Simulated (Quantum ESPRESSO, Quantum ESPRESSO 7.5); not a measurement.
# WSi2N4, 1 layer, stepped through the share of short-range exact exchange

Wanted: a table for WSi2N4, 1 layer against the share of short-range exact exchange, and what can be fitted to it.

Main program and level: Quantum ESPRESSO 7.5; plane-wave DFT, PBE, SG15 norm-conserving pseudopotentials (geometry by pw.x at PBE, GBRV ultrasoft).

## Step 1: Set-up

The cell holds 7 atoms: 4 N, 2 Si and 1 W. Cell: a = 2.920 Å, b = 2.920 Å, c = 22.101 Å, α = 90.0°, β = 90.0°, γ = 120.0°. It derives from WSi2N4. Vacuum lies along c.

Set-up: Cell and atoms are relaxed under PBE (GBRV files) and held. Screened hybrids with norm-conserving files, screening 0.106 per bohr, fixed occupations, a 9×9×1 mesh with exchange on 3×3×1 q points. Levels count from the potential in the middle of the vacuum.

Members 0.15, 0.2 and 0.25 took the same steps and show in the table alone.

## Step 2: Variable-cell relaxation of the reference

What the set-up leaves free in this member is relaxed.

ref.relax.in

```
&control
  prefix = 'ref.relax'
  outdir = './out'
  pseudo_dir = './pseudo'
  nstep = 80
  forc_conv_thr = 0.0004
  calculation = 'vc-relax'
  etot_conv_thr = 1e-06
/
&system
  ibrav = 0
  nat = 7
  ntyp = 3
  ecutwfc = 50
  ecutrho = 250
  occupations = 'smearing'
  smearing = 'fd'
  degauss = 0.004
/
&electrons
  conv_thr = 1e-09
  mixing_beta = 0.4
  electron_maxstep = 120
  mixing_mode = 'plain'
/
&ions
/
&cell
  cell_dofree = '2Dxy'
  press_conv_thr = 0.3
/
ATOMIC_SPECIES
  N   14.0070  n_pbe_v1.2.uspp.F.UPF
  Si  28.0850  si_pbe_v1.uspp.F.UPF
  W   183.8400  w_pbe_v1.2.uspp.F.UPF
CELL_PARAMETERS angstrom
  2.92000000000000 0.00000000000000 0.00000000000000
  -1.46000000000000 2.52879417905056 0.00000000000000
  0.00000000000000 0.00000000000000 22.10102208348185
ATOMIC_POSITIONS crystal
  N   0.000000000000 0.000000000000 0.339350821499
  Si  0.333333333300 0.666666666700 0.360591118869
  N   0.333333333300 0.666666666700 0.439772977219
  W   0.000000000000 0.000000000000 0.500000000000
  N   0.333333333300 0.666666666700 0.560227022781
  Si  0.333333333300 0.666666666700 0.639408881131
  N   0.000000000000 0.000000000000 0.660649178501
K_POINTS automatic
  12 12 1 0 0 0
```

The run is started by

```bash
OMP_NUM_THREADS=1 mpirun -n 4 pw.x -nk 4 -in ref.relax.in > ref.relax.out
```

The program printed:

```text
Program PWSCF v.7.5 starts
[citation notice left out]

     Parallel version (MPI & OpenMP), running on       4 processor cores
     Number of MPI processes:                 4
     Threads/MPI process:                     1

     MPI processes distributed on     1 nodes
[...]
Current dimensions of program PWSCF are:
     Max number of different atomic species (ntypx) = 10
     Max number of k-points (npk) =  40000
     Max angular momentum in pseudopotentials (lmaxx) =  4
     Message from routine setup:
     using ibrav=0 with symmetry is DISCOURAGED, use correct ibrav instead

     K-points division:     npool     =       4
     Subspace diagonalization in iterative solution of the eigenvalue problem:
     a serial algorithm will be used

     G-vector sticks info
     --------------------
     sticks:   dense  smooth     PW     G-vecs:    dense   smooth      PW
     Sum         517     421    121                73255    52701    8841

     Using Slab Decomposition

     bravais-lattice index     =            0
     lattice parameter (alat)  =       5.5180  a.u.
     unit-cell volume          =    1101.2991 (a.u.)^3
     number of atoms/cell      =            7
     number of atomic types    =            3
     number of electrons       =        42.00
     number of Kohn-Sham states=           25
     kinetic-energy cutoff     =      50.0000  Ry
     charge density cutoff     =     250.0000  Ry
     scf convergence threshold =      1.0E-09
     mixing beta               =       0.4000
     number of iterations used =            8  plain     mixing
     energy convergence thresh.=      1.0E-06
     force convergence thresh. =      4.0E-04
     press convergence thresh. =      3.0E-01
     Exchange-correlation= SLA  PW   PBE  PBE
                           (   1   4   3   4   0   0   0)
     nstep                     =           80

     celldm(1)=   5.518000  celldm(2)=   0.000000  celldm(3)=   0.000000
     celldm(4)=   0.000000  celldm(5)=   0.000000  celldm(6)=   0.000000

     crystal axes: (cart. coord. in units of alat)
               a(1) = (   1.000000   0.000000   0.000000 )
               a(2) = (  -0.500000   0.866025   0.000000 )
               a(3) = (   0.000000   0.000000   7.568843 )

     reciprocal axes: (cart. coord. in units 2 pi/alat)
               b(1) = (  1.000000  0.577350 -0.000000 )
               b(2) = (  0.000000  1.154701  0.000000 )
               b(3) = (  0.000000 -0.000000  0.132121 )

     PseudoPot. # 1 for N  read from file:
     ./pseudo/n_pbe_v1.2.uspp.F.UPF
     Pseudo is Ultrasoft + core correction, Zval =  5.0
     Generated by new atomic code, or converted to UPF format
     Using radial grid of  729 points,  4 beta functions with:
                l(1) =   0
                l(2) =   0
                l(3) =   1
                l(4) =   1
     Q(r) pseudized with  8 coefficients,  rinner =    0.900   0.900   0.900

     PseudoPot. # 2 for Si read from file:
     ./pseudo/si_pbe_v1.uspp.F.UPF
     Pseudo is Ultrasoft + core correction, Zval =  4.0
     Generated by new atomic code, or converted to UPF format
     Using radial grid of  899 points,  6 beta functions with:
                l(1) =   0
                l(2) =   0
                l(3) =   1
                l(4) =   1
                l(5) =   2
                l(6) =   2
     Q(r) pseudized with  8 coefficients,  rinner =    0.900   0.900   0.900
                                                       0.900   0.900

     PseudoPot. # 3 for W  read from file:
     ./pseudo/w_pbe_v1.2.uspp.F.UPF
     Pseudo is Ultrasoft + core correction, Zval = 14.0
     Generated by new atomic code, or converted to UPF format
     Using radial grid of  923 points,  8 beta functions with:
                l(1) =   0
                l(2) =   0
                l(3) =   0
                l(4) =   1
                l(5) =   1
                l(6) =   2
                l(7) =   2
                l(8) =   3
     Q(r) pseudized with  6 coefficients,  rinner =    1.350   1.350   1.350
                                                       1.350   1.350   1.350
                                                       1.350

     atomic species   valence    mass     pseudopotential
     N                 5.00    14.00700     N ( 1.00)
     Si                4.00    28.08500     Si( 1.00)
     W                14.00   183.84000     W ( 1.00)

     12 Sym. Ops. (no inversion) found

   Cartesian axes

     site n.     atom                  positions (alat units)
         1        N      tau(   1) = (   0.0000000   0.0000000   2.5684932  )
         2        Si     tau(   2) = (  -0.0000000   0.5773503   2.7292576  )
         3        N      tau(   3) = (  -0.0000000   0.5773503   3.3285727  )
         4        W      tau(   4) = (   0.0000000   0.0000000   3.7844216  )
         5        N      tau(   5) = (  -0.0000000   0.5773503   4.2402705  )
         6        Si     tau(   6) = (  -0.0000000   0.5773503   4.8395855  )
         7        N      tau(   7) = (   0.0000000   0.0000000   5.0003500  )

     number of k points=    19  Fermi-Dirac smearing, width (Ry)=  0.0040
                       cart. coord. in units 2pi/alat
        k(    1) = (   0.0000000   0.0000000   0.0000000), wk =   0.0138889
        k(    2) = (   0.0000000   0.0962250   0.0000000), wk =   0.0833333
        k(    3) = (   0.0000000   0.1924501   0.0000000), wk =   0.0833333
        k(    4) = (   0.0000000   0.2886751   0.0000000), wk =   0.0833333
        k(    5) = (   0.0000000   0.3849002   0.0000000), wk =   0.0833333
        k(    6) = (   0.0000000   0.4811252   0.0000000), wk =   0.0833333
        k(    7) = (   0.0000000  -0.5773503   0.0000000), wk =   0.0416667
        k(    8) = (   0.0833333   0.1443376   0.0000000), wk =   0.0833333
        k(    9) = (   0.0833333   0.2405626   0.0000000), wk =   0.1666667
        k(   10) = (   0.0833333   0.3367877   0.0000000), wk =   0.1666667
[...]
k(   19) = (   0.3333333   0.5773503   0.0000000), wk =   0.0277778

     Dense  grid:    73255 G-vectors     FFT dimensions: (  27,  27, 216)

     Smooth grid:    52701 G-vectors     FFT dimensions: (  25,  25, 192)

     Estimated max dynamical RAM per process >     201.94 MB

     Estimated total dynamical RAM >     754.11 MB

     Check: negative core charge=   -0.000001

     Initial potential from superposition of free atoms

     starting charge      41.8983, renormalised to      42.0000

     negative rho (up, down):  6.252E-02 0.000E+00
     Starting wfcs are   37 randomized atomic wfcs

[...]
total   stress  (Ry/bohr**3)                   (kbar)     P=      -14.40
  -0.00004022  -0.00000000   0.00000000           -5.92       -0.00        0.00
  -0.00000000  -0.00004022   0.00000000           -0.00       -5.92        0.00
   0.00000000   0.00000000  -0.00021318            0.00        0.00      -31.36

     Energy error            =      8.6E-03 Ry
     Gradient error          =      2.9E-02 Ry/Bohr
     Cell gradient error     =      5.9E+00 kbar

     number of scf cycles    =   2
     number of bfgs steps    =   1

     enthalpy           old  =    -259.3581260888 Ry
     enthalpy           new  =    -259.3667256712 Ry

     CASE: enthalpy          _new < enthalpy          _old

     new trust radius        =       0.0458480641 bohr
     new conv_thr            =       0.0000000007 Ry

     new unit-cell volume =   1088.92885 a.u.^3 (   161.36261 Ang^3 )
     density =      3.04645 g/cm^3

CELL_PARAMETERS (angstrom)
   2.903554334  -0.000000000   0.000000000
  -1.451777167   2.514551814   0.000000000
   0.000000000   0.000000000  22.101022083

ATOMIC_POSITIONS (crystal)
N               -0.0000000000       -0.0000000000        0.3381217973
Si               0.3333333333        0.6666666667        0.3622025508
N                0.3333333333        0.6666666667        0.4421865568
W               -0.0000000000       -0.0000000000        0.5000000000
N                0.3333333333        0.6666666667        0.5578134432
Si               0.3333333333        0.6666666667        0.6377974492
N               -0.0000000000       -0.0000000000        0.6618782027

[...]
NEW-OLD atomic charge density approx. for the potential
     New effective cutoffs (rho, wfc):  252.58   50.55

     Check: negative core charge=   -0.000001

     negative rho (up, down):  6.672E-02 0.000E+00

     total cpu time spent up to now is       53.2 secs

     per-process dynamical memory:   100.4 Mb

     Self-consistent Calculation

     iteration #  1     ecut=    50.00 Ry     beta= 0.40
     Davidson diagonalization with overlap
     ethr =  1.00E-06,  avg # of iterations =  6.9

     negative rho (up, down):  6.666E-02 0.000E+00

     total cpu time spent up to now is       56.2 secs

     total energy              =    -259.36833634 Ry
     estimated scf accuracy    <       0.00190432 Ry

[...]
iteration # 10     ecut=    50.00 Ry     beta= 0.40
[...]
negative rho (up, down):  6.669E-02 0.000E+00

[...]
End of self-consistent calculation

[...]
the Fermi energy is     3.6221 ev

!    total energy              =    -259.36875859 Ry
     estimated scf accuracy    <          5.5E-10 Ry
     smearing contrib. (-TS)   =      -0.00000000 Ry
     internal energy E=F+TS    =    -259.36875859 Ry

     The total energy is F=E-TS. E is the sum of the following terms:
     one-electron contribution =   -2441.29986246 Ry
     hartree contribution      =    1229.85238863 Ry
     xc contribution           =     -71.98764824 Ry
     ewald contribution        =    1024.06636348 Ry

     convergence has been achieved in  10 iterations

     negative rho (up, down):  6.669E-02 0.000E+00

     Forces acting on atoms (cartesian axes, Ry/au):

     atom    1 type  1   force =     0.00000000    0.00000000    0.00818471
     atom    2 type  2   force =     0.00000000    0.00000000    0.00105231
     atom    3 type  1   force =     0.00000000    0.00000000    0.00040430
     atom    4 type  3   force =    -0.00000000   -0.00000000    0.00000000
     atom    5 type  1   force =     0.00000000    0.00000000   -0.00040430
     atom    6 type  2   force =    -0.00000000   -0.00000000   -0.00105231
     atom    7 type  1   force =    -0.00000000   -0.00000000   -0.00818471

     Total force =     0.011684     Total SCF correction =     0.000064

     Computing stress (Cartesian axis) and pressure

     negative rho (up, down):  6.669E-02 0.000E+00
          total   stress  (Ry/bohr**3)                   (kbar)     P=       -7.03
  -0.00001016   0.00000000   0.00000000           -1.49        0.00        0.00
   0.00000000  -0.00001016   0.00000000            0.00       -1.49        0.00
   0.00000000   0.00000000  -0.00012297            0.00        0.00      -18.09

     Energy error            =      2.0E-03 Ry
     Gradient error          =      8.2E-03 Ry/Bohr
     Cell gradient error     =      1.5E+00 kbar

     number of scf cycles    =   3
     number of bfgs steps    =   2

     enthalpy           old  =    -259.3667256712 Ry
     enthalpy           new  =    -259.3687585902 Ry

     CASE: enthalpy          _new < enthalpy          _old

     new trust radius        =       0.0076598252 bohr
     new conv_thr            =       0.0000000002 Ry

     new unit-cell volume =   1088.38901 a.u.^3 (   161.28261 Ang^3 )
     density =      3.04796 g/cm^3

CELL_PARAMETERS (angstrom)
   2.902834516  -0.000000000   0.000000000
  -1.451417258   2.513928434   0.000000000
   0.000000000   0.000000000  22.101022083

ATOMIC_POSITIONS (crystal)
N               -0.0000000000       -0.0000000000        0.3383052008
Si               0.3333333333        0.6666666667        0.3622347845
N                0.3333333333        0.6666666667        0.4421965854
W               -0.0000000000       -0.0000000000        0.5000000000
N                0.3333333333        0.6666666667        0.5578034146
Si               0.3333333333        0.6666666667        0.6377652155
N               -0.0000000000       -0.0000000000        0.6616947992

[...]
NEW-OLD atomic charge density approx. for the potential
     New effective cutoffs (rho, wfc):  252.71   50.58

     Check: negative core charge=   -0.000001

     negative rho (up, down):  6.668E-02 0.000E+00

     total cpu time spent up to now is       75.3 secs

     per-process dynamical memory:   100.4 Mb

[...]
!    total energy              =    -259.36887466 Ry
[...]
Total force =     0.009233     Total SCF correction =     0.000016
[...]
number of bfgs steps    =   3
[...]
new trust radius        =       0.0084258077 bohr
[...]
!    total energy              =    -259.36898463 Ry
[...]
Total force =     0.007447     Total SCF correction =     0.000013
[...]
number of bfgs steps    =   4
[...]
new trust radius        =       0.0126387115 bohr
[...]
!    total energy              =    -259.36911617 Ry
[...]
Total force =     0.005162     Total SCF correction =     0.000016
[...]
number of bfgs steps    =   5
[...]
new trust radius        =       0.0189580673 bohr
[...]
!    total energy              =    -259.36923366 Ry
[...]
Total force =     0.002303     Total SCF correction =     0.000012
[...]
number of bfgs steps    =   6
[...]
new trust radius        =       0.0098834808 bohr
[...]
!    total energy              =    -259.36925850 Ry
[...]
Total force =     0.001173     Total SCF correction =     0.000013
[...]
number of bfgs steps    =   7
[...]
new trust radius        =       0.0013945085 bohr
[...]
!    total energy              =    -259.36926162 Ry
[...]
Total force =     0.000562     Total SCF correction =     0.000002
[...]
number of bfgs steps    =   8
[...]
new trust radius        =       0.0008371468 bohr
[...]
Self-consistent Calculation

     iteration #  1     ecut=    50.00 Ry     beta= 0.40
[...]
[key lines of the parts left out:]
the Fermi energy is     3.6928 ev
convergence has been achieved in   7 iterations
```

It took 3.9 min on 4 MPI ranks of Arm Neoverse V1, shared host; peak memory 0.92 GiB.

The steps of the relaxation:

```tsv
step	energy less that of the first step (eV)	largest force (eV/Å)	volume (Å³)
1	0.0000	1.7806	163.20
2	-0.1170	0.7439	162.05
3	-0.1447	0.2104	161.36
4	-0.1462	0.1517	161.28
5	-0.1477	0.1106	161.24
6	-0.1495	0.0651	161.24
7	-0.1511	0.0351	161.35
8	-0.1515	0.0145	161.49
9	-0.1515	0.0085	161.56
10	-0.1515	0.0009	161.60
11	-0.1503	0.0010	161.60
```

```tsv
cell as run	before	after	change
a (Å)	2.920	2.906	-0.5 %
b (Å)	2.920	2.906	-0.5 %
```

The atoms that moved most (Å, along periodic axes as changes of fractional coordinates times the final cell, across vacuum about the mean position):

```tsv
atom	dx	dy	dz	length
N5	0.000	0.000	-0.062	0.062
N3	0.000	0.000	0.062	0.062
Si6	0.000	0.000	-0.053	0.053
Si2	0.000	0.000	0.053	0.053
```

Final coordinates:

```cif
data_structure
_symmetry_space_group_name_H-M 'P 1'
_symmetry_Int_Tables_number 1
_cell_length_a 2.9057
_cell_length_b 2.9057
_cell_length_c 22.1010
_cell_angle_alpha 90.000
_cell_angle_beta 90.000
_cell_angle_gamma 120.000
_cell_volume 161.60
loop_
_atom_site_label
_atom_site_type_symbol
_atom_site_fract_x
_atom_site_fract_y
_atom_site_fract_z
_atom_site_occupancy
N1 N 0.00000 0.00000 0.33950 1
Si2 Si 0.33333 0.66667 0.36298 1
N3 N 0.33333 0.66667 0.44259 1
W4 W 0.00000 0.00000 0.50000 1
N5 N 0.33333 0.66667 0.55741 1
Si6 Si 0.33333 0.66667 0.63702 1
N7 N 0.00000 0.00000 0.66050 1
```

 The last row is no step: it is a fresh SCF in the final cell with a new plane-wave basis, +1 meV from the row before.

This step gave:

| Item | Value |
| --- | --- |
| free energy | -3528.8974 eV |
| Fermi energy | 3.734 eV |

(Part 1 of 3 ends here.)

[Logs are printed without paths, hosts, clocks, repeated set-up lines and the standing remarks that a program may print on its own settings, such as how far it seeks lower states.]

[Hosts, paths, dates, database ids (printed as entryN), source tags and the programs' standing remarks are cut or masked in the printed files.]

[Maps of the electrostatic potential energy from Ansatz leave out the sawtooth potential of an applied field or a dipole correction, so their vacuum need not be flat; planar profiles and work functions include it.]
